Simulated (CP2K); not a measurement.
The O K edge of acetyloxirane was computed by TDDFT (CP2K XAS_TDP, aug-cc-pVDZ, TDA) at these levels: PBEh(45%), PBEh(45%) + GW2X and PBEh(60%). The first three lines of O3 (bonded to C) with a strength over 0.0015, energy in eV and strength:

```
run           first          second           third
  1  526.43 (0.043)  532.14 (0.002)  532.91 (0.002)
  2  531.23 (0.043)  536.94 (0.002)  537.71 (0.002)
  3  532.07 (0.049)  539.16 (0.004)  539.90 (0.006)
```

Question: Which run is which?

Run 1: PBEh(45%) (45 % exact exchange). Run 2: PBEh(45%) + GW2X (45 % exact exchange). Run 3: PBEh(60%) (60 % exact exchange). Self-interaction lifts the core level, so the uncorrected lines rise with the share of exact exchange. The GW2X run keeps the spacings of its parent: 5.71 eV between the first two lines in run 2, 5.71 eV in run 1. Its shift is +4.80 eV, since the Kohn–Sham level at this share of exchange lies that far above the quasiparticle level.

[Banner, clock and machine lines of the logs are left out without a mark of their own.]

[Logs are printed without paths, hosts, clocks, repeated set-up lines and the standing remarks that a program may print on its own settings, such as how far it seeks lower states.]

[Hosts, paths, dates, database ids (printed as entryN), source tags and the programs' standing remarks are cut or masked in the printed files.]
